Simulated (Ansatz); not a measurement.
# Is the response still linear at 0.5 V/Å? Hf2NS2 MXene monolayer

The dipole of a slab grows in proportion to a weak field along its normal. Does the weak-field slope carry to a strong field?

Set-up. Ansatz 0.2.0, plane waves with PAW datasets (its set soft_2), PBE-D3(BJ); atoms held at their relaxed places, 18 Å of vacuum, dipole correction, cell area 9.91 Å², 18×18 k-points, smearing 0.05 eV. Without field the slab has no gap over 0.05 eV.

```
  run  field (V/Å)  dipole (e·Å)
run 1        −0.10      −0.04057
run 2         0.00       0.00000
run 3         0.10       0.04057
run 4         0.50             ?
```

Q: Estimate the withheld value from the rows shown.

A least-squares line through the 3 rows shown has slope 0.405700 and intercept 0.000000; no row lies more than 0.00001 e·Å off it. A perfect conductor with that slope would be 180.95 × 0.40570 / 9.91 = 7.41 Å thick. At 0.50 it gives 0.405700 × 0.50 + 0.000000 = 0.20285 e·Å, beyond the rows fitted. Rounding and scatter of the rows alone allow about ±0.00002 e·Å there.

The run itself gives 0.20295 e·Å: a miss of +0.00010 e·Å. That is under 1 % of the induced dipole, so the response is still linear.

Caveats: Ions are held, so this is the electronic response. Of the series that stay linear within 1 %, this collection keeps about one in seven, and it keeps all that bend. With a small gap or none the response hangs on mesh and smearing, which were not varied here. Spin-orbit coupling is left out, which changes the bands of elements this heavy.

[Logs are printed without paths, hosts, clocks, repeated set-up lines and the standing remarks that a program may print on its own settings, such as how far it seeks lower states.]
